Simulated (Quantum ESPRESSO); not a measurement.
# Optical response of BN (Qingsongite)

Wanted: where BN (Qingsongite) starts to absorb, how strongly, and its refractive index.

Calculated with Quantum ESPRESSO 7.5; DFT, PBE, plane waves with norm-conserving potentials (PseudoDojo), scalar-relativistic, independent-particle optical response without local fields and without the non-local commutator.

## Step 1: Set-up

It takes space group F-43m (No. 216, cubic). The conventional cell has a = 3.615 Å, b = 3.615 Å, c = 3.615 Å, α = 90.00°, β = 90.00°, γ = 90.00°. Nearest to N lie 4 B at 1.57 Å. Nearest to B lie 4 N at 1.57 Å. Farther neighbours and most contacts between anions are not listed.

## Step 2: Ground state

The self-consistent density comes first; it also tells whether there is a gap, which decides the occupations and the need for a Drude term.

This step: DFT, PBE, plane waves with norm-conserving potentials (PseudoDojo), scalar-relativistic, ground state (Quantum ESPRESSO 7.5).

scf.in

```
&control
  calculation = 'scf'
  prefix = 'x'
  outdir = './tmp'
  pseudo_dir = './'
  verbosity = 'high'
/
&system
  ibrav = 0
  nat = 2
  ntyp = 2
  ecutwfc = 90
  occupations = 'smearing'
  smearing = 'fd'
  degauss = 0.003675
  nbnd = 8
/
&electrons
  conv_thr = 1e-09
  electron_maxstep = 100
/
ATOMIC_SPECIES
  N 1.0 N.upf
  B 1.0 B.upf
CELL_PARAMETERS angstrom
  0.000000000000 1.807500000000 1.807500000000
  1.807500000000 0.000000000000 1.807500000000
  1.807500000000 1.807500000000 0.000000000000
ATOMIC_POSITIONS crystal
  N 0.750000000000 0.750000000000 0.750000000000
  B 0.000000000000 0.000000000000 0.000000000000
K_POINTS automatic
  11 11 11 0 0 0
```

Command:

```sh
$ mpirun -n 4 pw.x -nk 4 -in scf.in
```

What it wrote:

```text
for quantum simulation of materials; please cite

     using ibrav=0 with symmetry is DISCOURAGED, use correct ibrav instead

     G-vector sticks info
     --------------------
     sticks:   dense  smooth     PW     G-vecs:    dense   smooth      PW
     Sum         583     583    187                 9257     9257    1639

     Using Slab Decomposition

     bravais-lattice index     =            0
     lattice parameter (alat)  =       4.8305  a.u.
     unit-cell volume          =      79.7006 (a.u.)^3
     number of atoms/cell      =            2
     number of atomic types    =            2
     number of electrons       =         8.00
     number of Kohn-Sham states=            8
     kinetic-energy cutoff     =      90.0000  Ry
     charge density cutoff     =     360.0000  Ry
     scf convergence threshold =      1.0E-09
     mixing beta               =       0.7000
     number of iterations used =            8  plain     mixing
     Exchange-correlation= PBE
                           (   1   4   3   4   0   0   0)

     celldm(1)=   4.830501  celldm(2)=   0.000000  celldm(3)=   0.000000
     celldm(4)=   0.000000  celldm(5)=   0.000000  celldm(6)=   0.000000

     crystal axes: (cart. coord. in units of alat)
               a(1) = (   0.000000   0.707107   0.707107 )
               a(2) = (   0.707107   0.000000   0.707107 )
               a(3) = (   0.707107   0.707107   0.000000 )

     reciprocal axes: (cart. coord. in units 2 pi/alat)
               b(1) = ( -0.707107  0.707107  0.707107 )
               b(2) = (  0.707107 -0.707107  0.707107 )
               b(3) = (  0.707107  0.707107 -0.707107 )

     ./N.upf
     Pseudo is Norm-conserving + core correction, Zval =  5.0
     Generated using ONCVPSP code by D. R. Hamann
     Using radial grid of 1058 points,  4 beta functions with:
                l(1) =   0
                l(2) =   0
                l(3) =   1
                l(4) =   1

     ./B.upf
     Pseudo is Norm-conserving + core correction, Zval =  3.0
     Generated using ONCVPSP code by D. R. Hamann
     Using radial grid of 1534 points,  4 beta functions with:
                l(1) =   0
                l(2) =   0
                l(3) =   1
                l(4) =   1

     atomic species   valence    mass     pseudopotential
     N                 5.00     1.00000     N ( 1.00)
     B                 3.00     1.00000     B ( 1.00)

     24 Sym. Ops. (no inversion) found

                                    s                        frac. trans.

     [... symmetry matrices left out ...]
   Cartesian axes

     site n.     atom                  positions (alat units)
         1        N      tau(   1) = (   1.0606602   1.0606602   1.0606602  )
         2        B      tau(   2) = (   0.0000000   0.0000000   0.0000000  )

   Crystallographic axes

     site n.     atom                  positions (cryst. coord.)
         1        N      tau(   1) = (  0.7500000  0.7500000  0.7500000  )
         2        B      tau(   2) = (  0.0000000  0.0000000  0.0000000  )

     number of k points=    56  Fermi-Dirac smearing, width (Ry)=  0.0037
                       cart. coord. in units 2pi/alat
        k(    1) = (   0.0000000   0.0000000   0.0000000), wk =   0.0015026
        k(    2) = (   0.0642824   0.0642824  -0.0642824), wk =   0.0120210
        k(    3) = (   0.1285649   0.1285649  -0.1285649), wk =   0.0120210
        k(    4) = (   0.1928473   0.1928473  -0.1928473), wk =   0.0120210
        k(    5) = (   0.2571297   0.2571297  -0.2571297), wk =   0.0120210
        k(    6) = (   0.3214122   0.3214122  -0.3214122), wk =   0.0120210
        k(    7) = (   0.1285649   0.0000000  -0.0000000), wk =   0.0090158
        k(    8) = (   0.1928473   0.0642824  -0.0642824), wk =   0.0360631
        k(    9) = (   0.2571297   0.1285649  -0.1285649), wk =   0.0360631
        k(   10) = (   0.3214122   0.1928473  -0.1928473), wk =   0.0360631
        k(   11) = (   0.3856946   0.2571297  -0.2571297), wk =   0.0360631
        k(   12) = (  -0.2571297  -0.3856946   0.3856946), wk =   0.0360631
        k(   13) = (  -0.1928473  -0.3214122   0.3214122), wk =   0.0360631
        k(   14) = (  -0.1285649  -0.2571297   0.2571297), wk =   0.0360631
        k(   15) = (  -0.0642824  -0.1928473   0.1928473), wk =   0.0360631
        k(   16) = (  -0.0000000  -0.1285649   0.1285649), wk =   0.0180316
[...]
cryst. coord.
[...]
k(   49) = (   0.0909091   0.3636364  -0.3636364), wk =   0.0721262
        k(   50) = (   0.0909091   0.3636364  -0.2727273), wk =   0.0360631
        k(   51) = (   0.0909091   0.4545455  -0.4545455), wk =   0.0360631
        k(   52) = (   0.0909091   0.4545455  -0.3636364), wk =   0.0360631
        k(   53) = (   0.1818182   0.3636364  -0.4545455), wk =   0.0360631
        k(   54) = (   0.1818182   0.3636364  -0.3636364), wk =   0.0721262
        k(   55) = (   0.1818182   0.4545455  -0.3636364), wk =   0.0360631
        k(   56) = (   0.1818182   0.4545455  -0.2727273), wk =   0.0360631

     Dense  grid:     9257 G-vectors     FFT dimensions: (  30,  30,  30)

     Initial potential from superposition of free atoms

     starting charge       7.9997, renormalised to       8.0000
     Starting wfcs are    8 randomized atomic wfcs

     Self-consistent Calculation

     iteration #  1     ecut=    90.00 Ry     beta= 0.70
     Davidson diagonalization with overlap

            48 MiB given to the printing process from OS
            11 MiB allocation reported by mallinfo(arena+hblkhd)
------------------
     ethr =  1.00E-02,  avg # of iterations =  3.3

     total energy              =     -26.74518253 Ry
     estimated scf accuracy    <       0.21223813 Ry

     iteration #  2     ecut=    90.00 Ry     beta= 0.70
     Davidson diagonalization with overlap

            48 MiB given to the printing process from OS
            14 MiB allocation reported by mallinfo(arena+hblkhd)
------------------
     ethr =  2.65E-03,  avg # of iterations =  2.0

     total energy              =     -26.78859272 Ry
     estimated scf accuracy    <       0.07912701 Ry

     iteration #  3     ecut=    90.00 Ry     beta= 0.70
     Davidson diagonalization with overlap

            48 MiB given to the printing process from OS
            14 MiB allocation reported by mallinfo(arena+hblkhd)
------------------
     ethr =  9.89E-04,  avg # of iterations =  1.0

     total energy              =     -26.80529043 Ry
     estimated scf accuracy    <       0.00143341 Ry

     iteration #  4     ecut=    90.00 Ry     beta= 0.70
     Davidson diagonalization with overlap

            48 MiB given to the printing process from OS
            15 MiB allocation reported by mallinfo(arena+hblkhd)
------------------
     ethr =  1.79E-05,  avg # of iterations =  2.4

     total energy              =     -26.80555914 Ry
     estimated scf accuracy    <       0.00004356 Ry

     iteration #  5     ecut=    90.00 Ry     beta= 0.70
     Davidson diagonalization with overlap

            48 MiB given to the printing process from OS
            15 MiB allocation reported by mallinfo(arena+hblkhd)
------------------
     ethr =  5.44E-07,  avg # of iterations =  2.5

     total energy              =     -26.80556952 Ry
     estimated scf accuracy    <       0.00000026 Ry

     iteration #  6     ecut=    90.00 Ry     beta= 0.70
     Davidson diagonalization with overlap

            48 MiB given to the printing process from OS
            15 MiB allocation reported by mallinfo(arena+hblkhd)
------------------
     ethr =  3.24E-09,  avg # of iterations =  2.6

     total energy              =     -26.80556969 Ry
     estimated scf accuracy    <       0.00000003 Ry

     iteration #  7     ecut=    90.00 Ry     beta= 0.70
     Davidson diagonalization with overlap

            48 MiB given to the printing process from OS
            15 MiB allocation reported by mallinfo(arena+hblkhd)
------------------
     ethr =  3.51E-10,  avg # of iterations =  1.7

     End of self-consistent calculation

          k = 0.0000 0.0000 0.0000 (  1139 PWs)   bands (ev):

    -9.0545  11.1561  11.1561  11.1561  20.0332  20.0332  20.0332  21.5220

     occupation numbers
     1.0000   1.0000   1.0000   1.0000   0.0000   0.0000   0.0000   0.0000

          k = 0.0643 0.0643-0.0643 (  1167 PWs)   bands (ev):

    -8.8535  10.0907  10.9434  10.9434  20.2673  20.3541  20.3541  22.1842

     occupation numbers
     1.0000   1.0000   1.0000   1.0000   0.0000   0.0000   0.0000   0.0000

          k = 0.1286 0.1286-0.1286 (  1167 PWs)   bands (ev):

    -8.2594   7.7153  10.4431  10.4431  20.6081  21.0651  21.0651  23.6619

     occupation numbers
     1.0000   1.0000   1.0000   1.0000   0.0000   0.0000   0.0000   0.0000

          k = 0.1928 0.1928-0.1928 (  1152 PWs)   bands (ev):

    -7.3077   5.0157   9.8969   9.8969  20.9358  21.6704  21.6704  25.0307

     occupation numbers
     1.0000   1.0000   1.0000   1.0000   0.0000   0.0000   0.0000   0.0000

          k = 0.2571 0.2571-0.2571 (  1155 PWs)   bands (ev):

    -6.1047   2.5133   9.4697   9.4697  21.2017  21.9144  21.9144  25.9307

     occupation numbers
     1.0000   1.0000   1.0000   1.0000   0.0000   0.0000   0.0000   0.0000

          k = 0.3214 0.3214-0.3214 (  1164 PWs)   bands (ev):

    -5.0237   0.7506   9.2412   9.2412  21.3471  21.9367  21.9367  26.3566

     occupation numbers
     1.0000   1.0000   1.0000   1.0000   0.0000   0.0000   0.0000   0.0000

     [... further k points left out ...]

     the Fermi energy is    14.7672 ev

!    total energy              =     -26.80556969 Ry
     estimated scf accuracy    <          4.6E-10 Ry
     smearing contrib. (-TS)   =      -0.00000000 Ry
     internal energy E=F+TS    =     -26.80556969 Ry

     The total energy is F=E-TS. E is the sum of the following terms:
     one-electron contribution =       4.69555066 Ry
     hartree contribution      =       3.58387578 Ry
     xc contribution           =      -8.74421023 Ry
     ewald contribution        =     -26.34078590 Ry

     convergence has been achieved in   7 iterations

     XML data file, charge density, pseudopotentials, collected wavefunctions

                                        0.00s GPU  (     306 calls)

=------------------------------------------------------------------------------=
   JOB DONE.
=------------------------------------------------------------------------------=
```

The job ended after 2 s (4 MPI ranks of Arm Neoverse V2, shared host; peak memory 0.05 GiB).

This step gave:

* total energy: -26.81 Ry
* gap on the k-mesh: 4.637 eV
* direct gap on the mesh: 8.877 eV

There is a gap, 4.64 eV on this mesh (points off the mesh can give less), so no carriers' term is needed.

(Continued in part 2 of 3.)

[Machine, clock, banner and «Message from routine» lines are left out of the logs.]

[Logs are printed without paths, hosts, clocks, repeated set-up lines and the standing remarks that a program may print on its own settings, such as how far it seeks lower states.]

[Hosts, paths, dates, database ids (printed as entryN), source tags and the programs' standing remarks are cut or masked in the printed files.]
